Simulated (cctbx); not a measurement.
# As2Ru4W: solution and refinement

Cell a = 7.0720 Å, b = 7.0720 Å, c = 3.7060 Å, α = 90.00°, β = 90.00°, γ = 90.00°; space group P4_2/mnm (no. 136); content W2 Ru8 As4.

The data are simulated with cctbx, not measured: synchrotron X-rays, λ = 0.6889 Å, to d = 0.65 Å, 95 % of the full sphere, strongest reflection 40000 counts, noise from counting, a 4 % proportional error and a noise floor of 2 counts (s.d.); no absorption.

1 earlier start (other random phases, and plain and normalised amplitudes in turn) led nowhere (symmetry correlation 0.85).

Charge flipping in P1 on plain amplitudes to 0.9 Å, δ = 1.1 σ, 20 % of the reflections treated as weak, 200 cycles:

```text
cycle      R  skewness
    0  0.678     0.10
   16  0.364     3.02
   32  0.338     2.82
   48  0.332     2.82
   64  0.332     2.70
   80  0.318     2.79
   96  0.329     2.75
  112  0.336     2.80
  128  0.311     2.60
  144  0.321     2.74
  160  0.325     2.66
  176  0.348     2.74
  192  0.333     2.71
origin shift          correlation  skewness
 0.157  0.709  0.256      0.969      4.81
 0.228  0.042  0.193      0.854      0.46
 0.125  0.783  0.197      0.844      0.87
 0.077  0.761  0.194      0.875      0.51
taken: symmetry correlation 0.969, skewness 4.81
peak      x       y       z  mult  height/sigma
Q1    0.0000  0.0000  0.0000    2     14.2
Q2    0.0856  0.6547  0.5000    8      7.2
Q3    0.2196  0.2196  0.5000    4      6.1
Q4    0.0938  0.3305  0.5000    8      1.3
Q5    0.1390  0.8610  0.0000    4      1.3
Q6    0.0377  0.1756  0.5000    8      0.8
Q7    0.2031  0.7969  0.2778    8      0.8
Q8    0.0701  0.1796  0.0000    8      0.7
```

The origin is taken among those within 0.04 of the best correlation, by the skewness of the map.

It took 0.46 s on 1 thread of Arm Neoverse N1, on a shared host, peak memory 0.07 GiB.

**Question.** Which peaks are atoms, and which elements?

Heights go roughly as Z and multiplicities must add up to the content. First model: Q1 = W1 (2 in the cell, height 14.2), Q2 = Ru1 (8 in the cell, height 7.2) and Q3 = As1 (4 in the cell, height 6.1). Against the true structure, Q1 is W, Q2 is Ru and Q3 is As; the other peaks are not atoms.

Least squares on F², isotropic:

```text
Rint 0.036, 220 unique reflections to 0.65 A
cycle     R1     wR2    GooF  max shift (A)
   1  0.2080  0.4639  25.572   0.04206
   2  0.0143  0.0429   2.367   0.00000
final R1 0.0143 wR2 0.0429 GooF 2.367  parameters 6  data/parameter 36.7
atom        x        y        z      Ueq    occ   su(xyz)  su(Uiso or U11)
W1     0.00000  0.00000  0.00000   0.0038  1.000  0.00000  0.0001
Ru1    0.08826  0.66002  0.50000   0.0071  1.000  0.00006  0.0001
As1    0.21662  0.21662  0.50000   0.0056  1.000  0.00007  0.0002
difference map: max 3.61 min -2.89 rms 0.32
Q1    0.0411  0.9589  0.0000    4    3.62  0.41 A from W1
Q2    0.1667  0.2488  0.5000    8    1.57  0.42 A from As1
Q3    0.0951  0.6544  0.3857   16    1.53  0.43 A from Ru1
Q4    0.0372  0.0372  0.2163    8    0.99  0.88 A from W1
Q5    0.2166  0.2895  0.0000    8    0.86  0.95 A from Ru1
```

Anisotropic refinement:

```text
Rint 0.036, 220 unique reflections to 0.65 A
cycle     R1     wR2    GooF  max shift (A)
   1  0.0143  0.0430   2.408   0.00103
   2  0.0072  0.0166   0.930   0.00000
final R1 0.0072 wR2 0.0166 GooF 0.930  parameters 13  data/parameter 16.9
atom        x        y        z      Ueq    occ   su(xyz)  su(Uiso or U11)
W1     0.00000  0.00000  0.00000   0.0037  1.000  0.00000  0.0001
Ru1    0.08824  0.65999  0.50000   0.0070  1.000  0.00002  0.0001
As1    0.21652  0.21652  0.50000   0.0056  1.000  0.00003  0.0001
difference map: max 0.65 min -0.55 rms 0.16
Q1    0.1543  0.8457  0.5000    4    0.69  1.39 A from Ru1
Q2    0.0728  0.3409  0.2684   16    0.68  1.27 A from Ru1
Q3    0.2133  0.7204  0.5000    8    0.52  0.98 A from Ru1
Q4    0.0361  0.0361  0.5000    4    0.49  1.80 A from As1
Q5    0.0743  0.6091  0.0000    8    0.47  1.52 A from Ru1
Q6    0.0092  0.2184  0.2422   16    0.46  1.46 A from Ru1
```

**Reading.** The refinement ends at R1 = 0.0072, wR2 = 0.0166, GooF = 0.93, with difference density between -0.55 and 0.65 e/Å³. Every site matches the true model in element, within 0.001 Å r.m.s., up to an allowed shift of origin.

True model:

```
atom  mult.       x       y    z  Ueq (Å²)
  W1      2       0       0  1/2    0.0037
 Ru1      8  0.6600  0.9118    0    0.0070
 As1      4  0.7835  0.2165    0    0.0055
```

The model was made for the exercise: a known structure type with other elements put in, its volume estimated, not relaxed; displacement parameters are assumed.

[Middle refinement cycles are left out of these outputs.]

[Logs are printed without paths, hosts, clocks, repeated set-up lines and the standing remarks that a program may print on its own settings, such as how far it seeks lower states.]
